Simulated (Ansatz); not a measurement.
# TiRe in the Bh ordering: lattice stability ahead of a resistivity run, part 2 of 3

The plan: relax TiRe in the Bh ordering, check its phonons, and, if the lattice is stable, compute its Eliashberg function and ρ(T).

Ansatz 0.2.0; DFT PBEsol, scalar-relativistic, plane waves, PAW.

So far. Step 2 (Rough relaxation): The largest force is now zero by symmetry and the largest stress component 0.082 GPa.

The structure was built from a prototype and need not be the compound's stable phase.

## Step 3: Relaxation

The structure is brought to rest under this functional.

Contents of input.yaml:

```yaml
crystal:
  lattice:
    - [2.7254758503, -2.7714e-06, 0.0]
    - [-1.362735525, 2.3603327094, 0.0]
    - [0.0, 0.0, 4.7264243242]
  atoms:
    - { symbol: Re, position: [0.3333333333, 0.6666666667, 0.25] }
    - { symbol: Ti, position: [0.6666666667, 0.3333333333, 0.75] }
kpoints:
  mp_grid: { grid: [12, 12, 6] }
hamiltonian:
  xc: pbesol
scf:
  occupations: { method: gaussian, width: 0.1 }
output:
  forces: true
  stress: true
  eigenvalues: true
  write_density: true
  write_potential: true
  elf: true
  volumetric_format: npy
relax:
  adjacent_minimum: "off"
  f_tol: 0.005
  max_steps: 80
  cell: { stress_tol: 0.05 }
```

The run is started by

```sh
ansatz run input.yaml --threads 4 --pin off --max-ram 8192MiB --backend cpu --events-out ev --progress --plain --runs-dir out
```

Numbers of over 12 decimals in the logs are rounded to 6 here.

The program printed:

```text
[the first part of the log is left out]
  E_xc         = -498.431552
  E_vxc        = -426.262628  (∫ρ·V_xc dr)
  E_paw        = -9554.116334  (= ΣΔE_a)
  E_vpaw       = -317.136305  (= ΣTr[D̂ρ^β])
  E_aug_tail   = 0.000036  (compensation charges beyond the density's cutoff)
  E_ewald      = -3072.633537
  E_core_change = 0.372646  (= ΣΔE_core)
  E_smearing   = -0.014681  (= −TS)
  E_closure    = 0.000000  (closes the sum)
  Σ components = -13210.984685   (vs F -13210.984685, Δ=0.00e0)
[...]
--- Stress (GPa, compression-positive) ---
        0.018648      -0.000000      -0.000000
       -0.000000       0.018648       0.000000
       -0.000000       0.000000      -0.025158
  P = ⅓ Tr σ = 0.0040 GPa (0.040 kbar)
--- Band table (eV; the first three rows and the last of 76) ---
[...]
--- Relaxed structure (3 steps of the walk, 2 accepted, 1 SCFs on fresh bases) ---
[...]
cell:  # Å, volume = 30.3468 Å³
    - [2.724220, -2.7701497282744106e-6, 0.0]
    - [-1.362107, 2.359245, 0.0]
    - [0.0, 0.0, 4.721691]
  atoms:
    - { symbol: Re, position: [0.333333, 0.666667, 0.250000] }
    - { symbol: Ti, position: [0.666667, 0.333333, 0.750000] }
```

Wall time 3.7 s (4 threads of Intel Xeon Platinum 8375C at 2.90GHz (Ice Lake), shared host); peak memory 0.46 GiB; 13 s of CPU time.

Step by step:

```csv
step,energy less that of the first step (eV),largest force component (eV/Å),pressure (GPa),volume (Å³)
1,0.0000,0.0000,-0.44,30.41
2,0.0000,0.0000,0.67,30.26
3,-0.0001,0.0000,0.00,30.35
4,-0.0001,0.0000,0.00,30.35
```

The log counts 1 steps on a newly chosen plane-wave basis, not all of them marked here; energy and pressure can jump at such steps. Relaxation step 2 was tried and not accepted.

```
conventional cell, symmetrised  before  after  change
                         a (Å)   2.725  2.724  -0.0 %
                         b (Å)   2.725  2.724  -0.0 %
                         c (Å)   4.726  4.722  -0.1 %
              volume (Å³/atom)   15.20  15.17  -0.2 %
```

Final coordinates:

```
Re Ti
1.0
     2.72422    0.00000    0.00000
    -1.36211    2.35924    0.00000
     0.00000    0.00000    4.72169
Re Ti
1 1
Direct
  0.33333 0.66667 0.25000
  0.66667 0.33333 0.75000
```

Numbers from this step:

| Quantity | Value |
| --- | --- |
| pressure | 0.004046 GPa |
| volume per atom | 15.17 Å³ |

Valence density in the ac plane at fractional y = 0.333, with atoms of Ti within 0.2 Å of it. It is the smooth field of the valence electrons, not physical close to the nuclei.

Ten even steps from '0' (0 e/Å³) to '9' (10 e/Å³):
```
00000000000000
00000000000000
00000001233200
00000013576420
00000025899741
00000025899841
00000025899741
00000013576420
00000001233200
00000000000000
00000000000000
00000000000000
00000000000000
00000000000000
00000000000000
00100000000000
01111000000000
01111000000000
01111000000000
00100000000000
00000000000000
00000000000000
00000000000000
00000000000000
```
Columns run along a (2.7 Å), rows up along c (4.7 Å). Atoms in or near the plane, at fractional coordinates: Ti at (0.67, 0.75).

ELF in the ac plane at fractional y = 0.333, with atoms of Ti within 0.2 Å of it. It is the smooth field of the valence electrons, not physical close to the nuclei.

Ten even steps from '0' (0.00) to '9' (0.67):
```
35554321122112
24553112566421
12442136999852
22332269878985
32322488522697
32322588300597
32322488522697
22332269878985
12442136999852
24553112566421
35554321122112
55555443222334
44444455555555
33333456677654
33333345677654
44554445666643
46766444566544
56776544566544
46766444566544
44554445666643
33333345677654
33333456677654
44444455555555
55555443222334
```
Columns run along a (2.7 Å), rows up along c (4.7 Å). Atoms in or near the plane, at fractional coordinates: Ti at (0.67, 0.75).

Electrostatic potential energy in the ac plane at fractional y = 0.333, with atoms of Ti within 0.2 Å of it. With pseudopotentials it is smooth inside the atoms' cores, unlike the true potential.

Values in eV, 24 rows by 14 columns:
```
 18  19  20  20  19  18  16  14  11   9  10  12  15  17
 17  19  20  19  18  16  11   4  -1  -4  -3   0   6  13
 13  17  19  18  16  11   2  -7 -12 -14 -13 -11  -4   5
  9  15  17  17  14   5  -6 -14 -17 -18 -18 -16 -12  -3
  5  14  16  16  12   1 -10 -17 -18 -18 -18 -18 -15  -7
  4  13  16  16  11  -1 -12 -17 -18 -18 -18 -18 -16  -9
  5  14  16  16  12   1 -10 -17 -18 -18 -18 -18 -15  -7
  9  15  17  17  14   5  -6 -14 -17 -18 -18 -16 -12  -3
 13  17  19  18  16  11   2  -7 -12 -14 -13 -11  -4   5
 17  19  20  19  18  16  11   4  -1  -4  -3   0   6  13
 18  19  20  20  19  18  16  14  11   9  10  12  15  17
 19  19  19  19  19  19  18  17  17  17  17  17  18  18
 18  17  17  17  17  18  19  19  19  19  19  19  19  18
 15  13  12  12  14  15  17  19  20  20  20  20  19  17
 11   7   4   4   7  12  15  18  19  20  20  19  17  14
  5  -2  -6  -6  -1   6  12  16  19  20  20  18  16  11
  0  -9 -14 -13  -8   1  10  15  18  19  19  17  14   8
 -3 -12 -17 -16 -10  -1   9  14  18  19  19  17  13   7
  0  -9 -14 -13  -8   1  10  15  18  19  19  17  14   8
  5  -2  -6  -6  -1   6  12  16  19  20  20  18  16  11
 11   7   4   4   7  12  15  18  19  20  20  19  17  14
 15  13  12  12  14  15  17  19  20  20  20  20  19  17
 18  17  17  17  17  18  19  19  19  19  19  19  19  18
 19  19  19  19  19  19  18  17  17  17  17  17  18  18
```
Columns run along a (2.7 Å; values clipped at the 3rd and 97th percentile), rows up along c (4.7 Å). Atoms in or near the plane, at fractional coordinates: Ti at (0.67, 0.75).

The largest force is now zero by symmetry and the largest stress component 0.025 GPa.

## Step 4: Relaxing tightly for phonons

No force is left; the cell is relaxed once more with another smearing and tight thresholds.

Contents of input.yaml:

```yaml
crystal:
  lattice:
    - [2.7242195117, -2.7701e-06, 0.0]
    - [-1.3621073568, 2.3592446877, 0.0]
    - [0.0, 0.0, 4.7216910292]
  atoms:
    - { symbol: Re, position: [0.3333333333, 0.6666666667, 0.25] }
    - { symbol: Ti, position: [0.6666666667, 0.3333333333, 0.75] }
kpoints:
  mp_grid: { grid: [12, 12, 6] }
hamiltonian:
  xc: pbesol
scf:
  occupations: { method: methfessel_paxton, width: 0.2 }
output:
  forces: true
  stress: true
  eigenvalues: true
relax:
  adjacent_minimum: "off"
  f_tol: 0.001
  max_steps: 60
  cell: { stress_tol: 0.01 }
```

The program printed:

```text
[the first part of the log is left out]
  E_xc         = -498.433455
  E_vxc        = -426.266531  (∫ρ·V_xc dr)
  E_paw        = -9554.109658  (= ΣΔE_a)
  E_vpaw       = -317.121130  (= ΣTr[D̂ρ^β])
  E_aug_tail   = 0.000037  (compensation charges beyond the density's cutoff)
  E_ewald      = -3073.165253
  E_core_change = 0.372646  (= ΣΔE_core)
  E_smearing   = -0.002702  (= −TS)
  E_closure    = 0.000000  (closes the sum)
  Σ components = -13210.978812   (vs F -13210.978812, Δ=0.00e0)
[...]
--- Stress (GPa, compression-positive) ---
       -0.001431       0.000000       0.000000
        0.000000      -0.001431       0.000000
        0.000000       0.000000       0.000744
  P = ⅓ Tr σ = -0.0007 GPa (-0.007 kbar)
--- Band table (eV; the first three rows and the last of 76) ---
[...]
--- Relaxed structure (4 steps of the walk, 3 accepted, 1 SCFs on fresh bases) ---
[...]
cell:  # Å, volume = 30.3368 Å³
    - [2.725967, -2.7719189939954965e-6, 0.0]
    - [-1.362981, 2.360758, 0.0]
    - [0.0, 0.0, 4.714088]
  atoms:
    - { symbol: Re, position: [0.333333, 0.666667, 0.250000] }
    - { symbol: Ti, position: [0.666667, 0.333333, 0.75] }
```

The job ended after 4.2 s (4 threads; peak memory 0.46 GiB; 15 s of CPU time).

The steps of the relaxation:

```csv
step,energy less that of the first step (eV),largest force component (eV/Å),pressure (GPa),volume (Å³)
1,0.0000,0.0000,-0.04,30.35
2,0.0000,0.0000,0.10,30.33
3,0.0000,0.0000,-0.26,30.37
4,0.0000,0.0000,0.00,30.34
5,0.0000,0.0000,0.00,30.34
```

The log counts 1 steps on a newly chosen plane-wave basis, not all of them marked here; energy and pressure can jump at such steps. Relaxation step 3 was tried and not accepted.

```
conventional cell, symmetrised  before  after  change
                         a (Å)   2.724  2.726  +0.1 %
                         b (Å)   2.724  2.726  +0.1 %
                         c (Å)   4.722  4.714  -0.2 %
              volume (Å³/atom)   15.17  15.17  -0.0 %
```

The relaxed structure:

```xyz
2
Lattice="2.7260 0.0000 0.0000 -1.3630 2.3608 0.0000 0.0000 0.0000 4.7141" Properties=species:S:1:pos:R:3 pbc="T T T"
Re    0.0000    1.5738    1.1785
Ti    1.3630    0.7869    3.5356
```

Numbers from this step:

- pressure: -7.06e-4 GPa

The largest force is now zero by symmetry and the largest stress component 0.0014 GPa, small enough for phonons.

## Step 5: Lattice stability: q 2×2×1, k 6×6×3

Before any scattering is computed, the phonons show whether the structure is a minimum.

Contents of input.yaml:

```yaml
crystal:
  lattice:
    - [2.7259668866, -2.7719e-06, 0.0]
    - [-1.3629810427, 2.3607579596, 0.0]
    - [0.0, 0.0, 4.7140884943]
  atoms:
    - { symbol: Re, position: [0.3333333333, 0.6666666667, 0.25] }
    - { symbol: Ti, position: [0.6666666667, 0.3333333333, 0.75] }
kpoints:
  mp_grid: { grid: [6, 6, 3] }
hamiltonian:
  xc: pbesol
scf:
  occupations: { method: methfessel_paxton, width: 0.2 }
output:
  eigenvalues: true
phonons:
  method: dfpt
  qmesh: [2, 2, 1]
  temperatures: { t_max: 1000, t_step: 50 }
  qpath:
    path:
      - [[0.0, 0.0, 0.0], [0.5, 0.0, 0.0], [0.33333333, 0.33333333, 0.0], [0.0, 0.0, 0.0], [0.0, 0.0, 0.5], [0.5, 0.0, 0.5], [0.33333333, 0.33333333, 0.5], [0.0, 0.0, 0.5]]
      - [[0.5, 0.0, 0.5], [0.5, 0.0, 0.0]]
      - [[0.33333333, 0.33333333, 0.5], [0.33333333, 0.33333333, 0.0]]
    npoints: 10
```

The program printed:

```text
[...]
Crystal: 2 atoms, lattice volume = 30.337 Å³
Basis set: ecut = 420 eV, 597 PW (Γ), exchange–correlation on 40×40×64 points (8 copies of the dense FFT grid, shifted against one another)
Bands: 18, of which v1, the nominal top of the filled ones, is band 14 counted from 1 (13 counted from 0)
Symmetry: 12 space group operations
k-points: 14 of 108 (time reversal used)
[...]
SCF iter   1: F=—  HF=-13210.973305 eV  |F-HF|=—  |Δ(HF+E_count)|=         —  Δρ=8.84e-3  dr2=1.86e-2  ethr=1.77e-3  ⟨swp⟩=4.6  Hψ=1025  notcnv=0
[...]
SCF iter   8: F=-13210.969129 eV  HF=-13210.969129 eV  |F-HF|=3.64e-12  |Δ(HF+E_count)|=  5.82e-11  S|Δr|=    0.00e0  Δρ=2.06e-7  dr2=9.93e-12  ethr=1.00e-12  ⟨swp⟩=3.6  Hψ=1141  notcnv=0
SCF 1 converged in 8 iterations: F = -13210.969129 eV  dr2 = 9.93e-12
[...]
phonons: the bands overlap, so this run is a metal and interpolates without the dipole-dipole term. If the crystal is really an insulator or semiconductor, its LO-TO splitting is missing
NSCF: frozen V_eff on 14 k-points
[...]
DFPT response loops at q = (0, 0, 0) (fractional): preconditioner auto → Kerker (q_TF=auto, 2.676 Å⁻¹) (partly filled bands, converged f_vac=0.000); β = 1.00, the filter's whole step (`scf.mixing.beta` (0.50) is not read by the response loops under this deck's `scf.mixing.preconditioner`; to damp them name `kerker` or `kerker_dos`, under which they read `scf.mixing.beta`, and type it under 1.00, their step now; both keys bind the ground state too); Broyden in place of MSR1
[...]
SCF converged after 8 iterations
Stability not checked: this state was not tested for a lower state beside it, because cold or Methfessel-Paxton smearing, or corrected tetrahedra, fill the levels in a way that the test cannot read (fill_not_monotonic; see scf.lower_state_search)
Free energy (F): -13210.969129 eV
[...]
Internal energy: -13210.969248 eV  (E = F + TS)
E sigma→0 (E₀):  -13210.969158 eV
Entropy (-TS):   0.000119 eV (0.060 meV/atom)
Fermi energy:    19.196545 eV
[...]
--- Band table (eV; the first three rows and the last of 14) ---
  k-point 0: bands = [... 10 lower, 18.1926, 18.1926, 18.6948, 19.3231, 20.3848, 20.3848, 20.7470, 20.7470]
  k-point 1: bands = [... 10 lower, 17.2287, 18.1104, 18.1104, 18.8826, 19.9048, 19.9048, 21.6017, 21.6017]
  k-point 2: bands = [... 10 lower, 17.2983, 17.6293, 19.2026, 19.2246, 20.0375, 20.1849, 20.2595, 21.0538]
  k-point 13: bands = [... 10 lower, 16.6985, 16.7999, 17.2719, 19.0716, 20.0687, 21.0100, 22.6906, 22.9019]
--- Phonons (Γ-DFPT): 4 representative perturbations + reference (Σ response iterations 12) ---
  ASR residual: 1.486e-4 → 0.000e0 eV/Å²; symmetrization residual: 6.600e-6 eV/Å²
  ASR residual per site (eV/Å²): 1.49e-4 3.63e-5
  Γ frequencies (cm⁻¹): -130.86 -130.86 0.00 0.00 0.00 288.59
--- Phonons (arbitrary-q DFPT): 2 irreducible q on the 2×2×1 mesh ---
  q = [0.0000, 0.0000, 0.0000] (star 1, of the zone-centre solve; hermiticity 1.13e-6, symmetrization 9.89e-8): -130.86 -130.86 0.00 0.00 0.00 288.59
  q = [0.0000, -0.5000, 0.0000] (star 3, 6 solved perturbations in 212 linear systems a pass and spin channel, the states on 40 of 108 k-point pairs; hermiticity 5.58e-5, symmetrization 2.60e-5): -68.67 39.27 122.87 148.83 180.67 217.38
  sum rule: each row above includes the acoustic sum rule's correction from the zone centre's row sums; it moved no ω² by more than (0.47 cm⁻¹)²
  mesh force constants: q→R imaginary residual 1.23e-17; ASR residual 1.486e-4 → 0.000e0 eV/Å²; symmetrization residual 7.994e-15 eV/Å²
  interpolated dispersion: 93 rows × 6 modes
  density of states and harmonic sums: on the 26×26×13 q-mesh, interpolated from the force constants of a 2×2×1 supercell (no non-analytic term)
  largest difference from the sums on the solved wave vectors: F 1.96e-1 eV, S 2.81e-4 and C_V 8.69e-5 eV/K
  zero-point energy: 0.040569 eV/cell   skipped modes (ω ≤ 0): 566, of them read as no rigid motion or as one in doubt: 563 (1.012e0 modes/cell left out, lowest -130.86 cm⁻¹)   left out of the sums: 1.69e-1 of the cell's modes: C_V's classical limit lies that fraction below 3 k_B per atom; for a crystal, a wire or a layer, F and S can be off by more, and a phonons.interpolated_qmesh denser along its periods is the remedy for the sampling
```

It took 5 s on 4 threads; peak memory 0.51 GiB.

In the SCF lines HF is the Harris–Foulkes energy and dr2 the Hartree energy of the density residual, in eV; the loop may stop once dr2 is under the threshold and the program's other checks hold. Hψ counts applications of the Hamiltonian.

This step gave:

```yaml
share_of_imaginary_modes_in_the_plain_interpolation_between_solved_wavevectors: 0.1658
highest_frequency_solved_or_plainly_interpolated: 288.6 cm⁻¹
```

Solved on the 2×2×1 mesh alone; all other wavevectors are interpolated, and an axis with one point has no dispersion of its own. Phonon branches along the path, in cm⁻¹:

```
    point  branch 1  branch 2  branch 3  branch 4  branch 5  branch 6
        Γ      -131      -131         0         0         0       289
  halfway       -66       -44        65       103       144       229
        M       -69        39       123       149       181       217
  halfway       -70        89       136       149       171       211
        K       -71       120       138       144       189       193
  halfway       -49        27        79       126       157       211
        Γ      -131      -131         0         0         0       289
  halfway      -125      -125       -39       -39        86       275
        A      -117      -117       -59       -59       130       257
  halfway       -21        14       122       126       128       186
        L        51        53       118       121       182       216
  halfway       -29        94       120       147       172       210
        H       -71       120       144       144       189       189
  halfway        47        75       124       133       148       163
        A      -117      -117       -59       -59       130       257
jump to L        51        53       118       121       182       216
  halfway       -41        45       121       138       182       217
        M       -69        39       123       149       181       217
jump to H       -71       120       144       144       189       189
  halfway       -71       120       141       144       189       191
        K       -71       120       138       144       189       193
```

The phonon branches as a text plot (rows in cm⁻¹):

```
    280 |**                  ****
    262 |  *                *    ***                    *
    245 |   *              *        *                  *
    227 |                            *                *
    210 |    * ******     *           *  ******          ****
    192 |     *      *****              *      ****  *       ****
    175 |    * ****** ** *               *****  *  *     ****
    158 |     * *  ** *** *            **     * *****
    140 |    *   *** * ***             *     * *  * *     *******
    123 |   *   **  ***   **      *******************************
    105 |     **    *  * *  *    *       *       * * *
     88 |  * *     *    * **          * **   *    *
     70 |         *      *   *  *    * *  * *      ** *
     53 | * *              **            ***        * *  **
     35 |* *   ***        *  *          *   *          *   **
     18 |**                    *       *
      0 |                     **    *                *
    -17 |**   *              *                   *   *    *
    -35 |  ***             **   *    **      *        *
    -52 |    **          ** *    *****        *        **  *
    -70 |  *   **********  *          *        **     **    *****
    -87 |   *                       **
   -105 | **                **     **                  *
   -122 |**                  *******                    *
         Γ       M   K        Γ   A        L   H       A|L M|H  K
```

Among the solved wavevectors the lowest mode, translations apart, is -131 cm⁻¹, imaginary.

(Continued in part 3 of 3.)

[Logs are printed without paths, hosts, clocks, repeated set-up lines and the standing remarks that a program may print on its own settings, such as how far it seeks lower states.]

[Hosts, paths, dates, database ids (printed as entryN), source tags and the programs' standing remarks are cut or masked in the printed files.]
